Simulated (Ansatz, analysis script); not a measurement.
# Constrained moments in CrB2, part 2 of 2

How well does a Heisenberg term describe CrB2? One moment is turned under a constraint.

Ansatz 0.2.0; LDA with U = 2 eV on Cr d (ortho-atomic projectors), PAW set soft_1 (files made for PBE).

So far. Step 2 (The collinear state): The run ends antiferromagnetic, with a net moment of 0 μB a cell. Only this order was typed. Step 3 (The same state on a denser mesh): The run ends antiferromagnetic, with a net moment of 0 μB a cell, against 0 μB on the first mesh.

## (4) The batch

Level of this step: Ansatz DFT on spinors, a batch of states with constrained moment directions; LDA+U, PAW set soft_1; PAW set soft_1 (Ansatz).

A canted state is in general not stationary, so a lock holds the direction of each moment by a field that the run finds for itself, with a floor under its size so that it cannot collapse. One batch solves all states on one mesh, so that their energies can be subtracted.

The input counts atoms from 0. Atom 1 (Cr) is the turned one, and with it all its lattice images.

input.yaml reads:

```yaml
crystal:
  lattice:
    - [2.97, 0.0, 0.0]
    - [-1.485, 2.5720954492, 0.0]
    - [0.0, 0.0, 6.14]
  atoms:
    - { symbol: Cr, position: [0.0, 0.0, 0.0], spin: 2.21, spin_axis: [0.0, 0.0, 1.0] }
    - { symbol: Cr, position: [0.0, 0.0, 0.5], spin: 2.21, spin_axis: [0.0, 0.0, -1.0] }
    - { symbol: B, position: [0.3333333333, 0.6666666667, 0.25] }
    - { symbol: B, position: [0.3333333333, 0.6666666667, 0.75] }
    - { symbol: B, position: [0.6666666667, 0.3333333333, 0.25] }
    - { symbol: B, position: [0.6666666667, 0.3333333333, 0.75] }
kpoints:
  mp_grid: { grid: [15, 15, 7] }
hamiltonian:
  xc: lda
  hubbard:
    projectors: ortho-atomic
    sites: [{ species: Cr, l: d, u_eff: 2.0 }]
  pseudopotentials: { kind: paw, azcp: { folder: soft_1 }, xc_functional: pbe }
scf:
  occupations: { method: cold, width: 0.05 }
  max_iter: 120
  convergence: { dr2_threshold: 1.0e-08 }
basis:
  ecutwfc: 420.0
magnetization:
  noncollinear: true
magnetic_configurations:
  lock: { kind: ray, floor_fraction: 0.25 }
  seed: rotate
  angular_fan:
    site: 1
    rotation_axis: [0, 1, 0]
    angles_deg: [0, 10, 20, 45, 90, 180]
checkpoint:
  read: start
```

Run with:

```sh
$ ansatz run input.yaml --threads 4 --pin off --max-ram 11264MiB --backend cpu --events-out ev --progress --plain --runs-dir out
```

Numbers of over 12 decimals in the logs are rounded to 6 here.

Output:

```text
Warning: checkpoint.read: spin treatment differs: saved collinear, current noncollinear; the saved charge density seeds this run and the saved magnetisation is carried along the axis that this deck's starting moments share; the saved density holds an absolute magnetisation of 5.2e0 μB; saved orbitals are not carried; the saved PAW projector densities are carried along that axis; the saved DFT+U occupations are carried along that axis
[...]
davidson cushion auto → off  (block headroom 12 ≥ Hubbard manifold empty extent 10; pin scf.eigensolver.cushion to override)
Crystal: 6 atoms, lattice volume = 46.904 Å³
Basis set: ecut = 420 eV, 909 PW (Γ)
Bands: 52, of which v1, the nominal top of the filled ones, is band 40 counted from 1 (39 counted from 0)
Symmetry: 24 space group operations
k-points: 788 of 1575 (irreducible under 2 space group operations)
[...]
SCF iter   1: F=-7243.076389 eV  HF=-7243.076389 eV  |F-HF|=7.35e-10  |Δ(HF+E_count)|=         —  Δρ=2.04e-6  dr2=1.65e-9  dr2_m=4.32e-10  ethr=1.40e-6  |M|=2.59e-16 ∫|m|=5.21e0 μB  |m|>n=0.0e0 m-floor=0.0e0 τ_xc=8.0e-31  β_m=0.30  ⟨swp⟩=2.0  Hψ=411829  notcnv=0
eigensolver tolerance schedule: the retry pair's looser diagonalisation over-reported the residual by 386457.84 of it (diagonalisation noise at an unbounded share of the residual, at the tolerance the schedule requests for it); recorded, not acted on — ethr = c·dr2/N_el stays at c = 1.0e-1
[...]
spin=Noncollinear: Kerker preconditioning applied to the charge; magnetization (m_x, m_y, m_z) channels mix plain (no charge-response kernel on spin).
SCF iter   2: F=-7243.076389 eV  HF=-7243.076389 eV  |F-HF|=1.17e-9  |Δ(HF+E_count)|=   3.46e-8  S|Δr|=    0.00e0  Δρ=1.75e-6  dr2=1.69e-9  dr2_m=1.79e-10  ethr=4.14e-12  |M|=3.80e-16 ∫|m|=5.21e0 μB  |m|>n=0.0e0 m-floor=0.0e0 τ_xc=2.8e-28  ⟨swp⟩=5.9  Hψ=145588  notcnv=0
SCF 1 converged in 2 iterations: F = -7243.076389 eV  dr2 = 1.69e-9
[...]
── magnetic configuration reference member: converged ──
── magnetic configuration member 1/6: fan1.0 ──
[...]
SCF 1 converged in 2 iterations: F = -7243.076389 eV  dr2 = 1.29e-9
[...]
── member 1 fan1.0: converged ──
── magnetic configuration member 2/6: fan1.10 ──
Symmetry: 2 space group operations
k-points: 788 of 1575
[...]
SCF 1 converged in 9 iterations: F = -7243.075367 eV  dr2 = 9.55e-10
── member 2 fan1.10: converged ──
── magnetic configuration member 3/6: fan1.20 ──
[...]
SCF 1 converged in 9 iterations: F = -7243.073441 eV  dr2 = 3.97e-9
── member 3 fan1.20: converged ──
── magnetic configuration member 4/6: fan1.45 ──
[...]
Constraint outer step 1 at iter 11: max|Δm| = 1.06e-2 μB  λ_eff = 1.000 eV/μB²  [c0 t0: gradient δμ = +2.117e-2 eV/μB]
[...]
SCF 1 converged in 19 iterations: F = -7243.060027 eV  dr2 = 5.47e-9
── member 4 fan1.45: converged ──
── magnetic configuration member 5/6: fan1.90 ──
[...]
SCF 1 converged in 11 iterations: F = -7243.026806 eV  dr2 = 6.32e-9
── member 5 fan1.90: converged ──
── magnetic configuration member 6/6: fan1.180 ──
[...]
SCF 1 converged in 9 iterations: F = -7243.082731 eV  dr2 = 1.31e-9
── member 6 fan1.180: converged ──
SCF converged after 2 iterations
Stability not checked: this state was not tested for a lower state beside it, because a magnetisation constraint still acts at the end of the SCF (magnetization_constraint; see scf.lower_state_search)
Magnetization: |M| = 0.0000 μB,  M = (-0.0000, -0.0000, +0.0000) μB
Absolute magnetization: 5.2076 μB (∫|m|, with the PAW one-centre terms)
  site 0: m = (-0.0000, -0.0000, +2.2076) μB, |m| = 2.2076 μB  (R = 0.95 Å)
  site 1: m = (+0.0000, +0.0000, -2.2076) μB, |m| = 2.2076 μB  (R = 0.95 Å)
  site 2: m = (-0.0000, +0.0000, +0.0000) μB, |m| = 0.0000 μB  (R = 0.71 Å)
  site 3: m = (+0.0000, -0.0000, +0.0000) μB, |m| = 0.0000 μB  (R = 0.71 Å)
  site 4: m = (+0.0000, +0.0000, -0.0000) μB, |m| = 0.0000 μB  (R = 0.71 Å)
  site 5: m = (-0.0000, +0.0000, +0.0000) μB, |m| = 0.0000 μB  (R = 0.71 Å)
--- Magnetisation constraints (ε_frz = 1.0e-4 eV) ---
  site  kind           target                      achieved (μB)             |Δ|max (μB)  g (eV/μB)                     λ_eff  esc  ok   flags
  0     per_site_axis  ê (+0.000, +0.000, +1.000)  (-0.000, +0.000, +2.208)  4.08e-17     (-8.2e-17, +0.0e0, +0.0e0)    1.000  0    yes
  1     per_site_axis  ê (+0.000, +0.000, -1.000)  (-0.000, -0.000, -2.208)  3.89e-16     (-4.5e-16, -7.8e-16, +0.0e0)  1.000  0    yes
Free energy (F): -7243.076389 eV
[...]
Internal energy: -7243.076560 eV  (E = F + TS)
E sigma→0 (E₀):  -7243.076446 eV
Entropy (-TS):   0.000171 eV (0.029 meV/atom)
Fermi energy:    15.828960 eV
[...]
--- Hubbard shell moments (per corrected site; Tr N, ν in electrons; μ in μ_B) ---
  shell 0: Tr N=5.0707  μ_S=(+0.0000, -0.0000, +2.5001)  μ_L=(-0.0000, +0.0000, +0.0000)  μ=(-0.0000, +0.0000, +2.5001)  ν=0.0000 along (+0.000, -0.000, +1.000)
  shell 1: Tr N=5.0707  μ_S=(-0.0000, +0.0000, -2.5001)  μ_L=(-0.0000, -0.0000, -0.0000)  μ=(-0.0000, -0.0000, -2.5001)  ν=0.0000 along (-0.000, -0.000, -1.000)
--- Band table (eV; the first three rows and the last of 788) ---
  k-point 0: bands = [... 36 lower, 15.1989, 15.1989, 15.2939, 15.2939, 15.2939, 15.2939, 16.8197, 16.8197, ... 8 higher]
  k-point 1: bands = [... 36 lower, 14.6946, 14.6946, 15.8405, 15.8405, 15.8405, 15.8405, 16.7202, 16.7202, ... 8 higher]
  k-point 2: bands = [... 36 lower, 14.2544, 14.2544, 16.4015, 16.4015, 16.4015, 16.4015, 16.5036, 16.5036, ... 8 higher]
  k-point 787: bands = [... 36 lower, 15.3172, 15.3172, 15.5235, 15.5235, 15.9704, 15.9704, 18.3645, 18.3645, ... 8 higher]
Occupation matrices written to <dir>
--- Magnetic configurations: 6 members + reference (common group order 2, 788 k-points under it; ray lock λ = 1 eV/μ_B², moment radius default, seed rotate, symmetry detected) ---
  F: the free energy, without the constraint's penalty, at the texture the member reached; Δ(F+E_count)@target: (F + electron-count term + first-order target correction) against the reference's — the energy at the target texture, the difference a fit consumes
  member                      status             F (eV) Δ(F+E_count)@target (meV)  max|Δm| μB  max|g| eV/μB  outer  esc   |G|
  reference                converged      -7243.0763887                    +0.000    3.89e-16      7.78e-16      0    0    24
  fan1.0                   converged      -7243.0763887                    -0.000    3.89e-16      7.78e-16      0    0    24
  fan1.10                  converged      -7243.0753675                    +1.034     1.77e-3       3.53e-3      0    0     2
[...]
fan1.45                  converged      -7243.0600270                   +16.369     2.11e-4       2.16e-2      1    0     2
[...]
fan1.180                 converged      -7243.0827311                    -6.342    5.88e-16      1.18e-15      0    0    24
  no lower state was looked for behind 7 of the runs: none is made under a magnetisation constraint held to the close
```

Elapsed: 18 min, on 4 threads of Arm Neoverse V1, shared host; peak memory 3.3 GiB.

The batch gives an energy and a set of moments for each member that converges.

A side run below starts from the input of a single locked state, not from the batch.

## (5) A run with settings changed

A test of how the program answers to a changed input.

input.yaml, the sections that differ from step 4:

```yaml
crystal:
  lattice:
    - [2.97, 0.0, 0.0]
    - [-1.485, 2.5720954492, 0.0]
    - [0.0, 0.0, 6.14]
  atoms:
    - { symbol: Cr, position: [0.0, 0.0, 0.0], spin: 2.21, spin_axis: [0.0, 0.0, 1.0] }
    - { symbol: Cr, position: [0.0, 0.0, 0.5], spin: 2.21, spin_axis: [-0.500011, 0.0, -0.866019] }
    - { symbol: B, position: [0.3333333333, 0.6666666667, 0.25] }
    - { symbol: B, position: [0.3333333333, 0.6666666667, 0.75] }
    - { symbol: B, position: [0.6666666667, 0.3333333333, 0.25] }
    - { symbol: B, position: [0.6666666667, 0.3333333333, 0.75] }
scf:
  occupations: { method: cold, width: 0.05 }
  max_iter: 80
  convergence: { dr2_threshold: 1.0e-08 }
magnetization:
  noncollinear: true
  spin_locking: { lock_directions: true }
  spin_polarized: true
# kpoints, hamiltonian, basis: as in step 4
# magnetic_configurations: removed
# checkpoint: removed
```

Output:

```text
Error: inconsistent input (magnetization.noncollinear, magnetization.spin_polarized): are mutually exclusive — non-collinear runs carry the full vector magnetisation; drop spin_polarized
```

Elapsed: 0.03 s, on 4 threads; peak memory 0.032 GiB.

The input was rejected at the start.

The program's message: “Error: inconsistent input (magnetization.noncollinear, magnetization.spin_polarized): are mutually exclusive — non-collinear runs carry the full vector magnetisation; drop spin_polarized”

The change that led to it: magnetization.

## (6) Side runs that gave no result

| changed | outcome |
| --- | --- |
| kpoints.mp_grid.grid | cut off at the time limit |

## (7) Reading the batch

All numbers here come from the batch. Energies are free energies plus the run's first-order correction to the targets, less the reference.

```tsv
angle (°)	energy (meV a cell)	turned moment (μB)
0	0.00	2.208
10	1.03	2.204
20	3.01	2.199
45	16.37	2.180
90	49.61	2.152
180	-6.34	2.037
```

## (8) What came out

| Quantity | Value |
| --- | --- |
| energy at 180° | -6.34 meV a cell |
| turned moment | 2.21 μB at 0°, 2.04 μB at 180° |

In words: Turning by 180° lowers the energy by 6.34 meV, so the antiferromagnetic reference is not the lowest state. The turned moment keeps its size within 7.7 %. A bilinear and a biquadratic term do not describe the curve, so no constants are given. Spin–orbit coupling is switched off, and couplings of the turned atom to its own lattice images don't enter, since these turn with it. The state has partly filled levels, and there a U can create or enlarge moments.

[Logs and program files are shortened in this print: banners, set-up blocks, solver, clock and traceback lines can be left out without a mark of their own.]

[Logs are printed without paths, hosts, clocks, repeated set-up lines and the standing remarks that a program may print on its own settings, such as how far it seeks lower states.]

[Hosts, paths, dates, database ids (printed as entryN), source tags and the programs' standing remarks are cut or masked in the printed files.]
